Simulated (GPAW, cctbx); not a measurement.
# By hand: from a DFT structure factor to an extinction distance in LiHOs

LiHOs, P4/mmm (no. 123), a = 2.6860 Å, b = 2.6860 Å, c = 4.3448 Å, α = 90.00°, β = 90.00°, γ = 90.00°.

```
atom  mult.    x    y    z
 Os1      1    0    0    0
 Li1      1  1/2  1/2  1/2
  H1      1  1/2  1/2    0
```

The start was made by putting kin elements into a known structure type; the compound need not exist, or be stable, in this form.

A DFT run (GPAW, PBE, 550 eV, 9×9×6 k-points (along the axes of the calculation cell), Fermi–Dirac width 0.1 eV) gives the static X-ray structure factor of 101 as 63.900 e for the conventional cell; superposed free atoms give 64.068 e. **Problem.** Find the Fourier component V of the crystal potential and the two-beam extinction distance at 200 kV in both cases.

**1. Geometry**

The cell volume is Ω = 31.35 Å³ and d(101) = 2.2847 Å, so g = 1/d = 0.4377 Å⁻¹.

**2. The nuclei**

Electrons feel nuclei as well as electrons, so the nuclear charges are summed with the same phases.

Phase sums Σ exp(2πi h·x), turned so that the total is real and positive: Os +1.000, Li +1.000, H -1.000. Then F_Z = 76 × (+1.000) + 3 × (+1.000) + 1 × (-1.000) = 78.00 e. The electron term has the same sign for this reflection.

**3. Mott–Bethe**

Poisson's equation, term by term, gives V = (e/4πε₀)(F_Z − F)/(πΩg²), with e/4πε₀ = 14.3996 V Å.

The prefactor is 14.3996 × 2.2847²/(π × 31.35) = 0.76324 V per electron. Free atoms: (78.00 − 64.068) × 0.76324 = 10.634 V. Crystal: (78.00 − 63.900) × 0.76324 = 10.762 V. F changes by -0.26 % and V by +1.2 %: the same 0.17 e is measured against F_Z − F = 13.9 e in place of F = 64.1 e.

**4. Extinction distance**

In the two-beam case ξ = 1/(λU) with U = 2γm₀eV/h², that is ξ = 150.41 V Å²/(γλV).

At 200 kV, λ = 0.02508 Å and γ = 1.3914. Free atoms: ξ = 405 Å. Crystal: ξ = 401 Å. The thickness fringes go as sin²(πt/ξ), so the two patterns slip by a quarter of a period when t|1/ξ₁ − 1/ξ₀| = 1/4, at t ≈ 840 nm, thicker than usual samples. Thermal motion, absorption and many-beam coupling, left out here, change a real pattern.

**5. Answer**

V(101) is 10.76 V against 10.63 V, and ξ is 401 against 405 Å. Limits: static atoms, two beams.

[Outputs are excerpts: Python notices, other lines and further rows are left out; steps that failed or that the build refused (PBEsol, TPSS) are not shown.]

[Logs are printed without paths, hosts, clocks, repeated set-up lines and the standing remarks that a program may print on its own settings, such as how far it seeks lower states.]
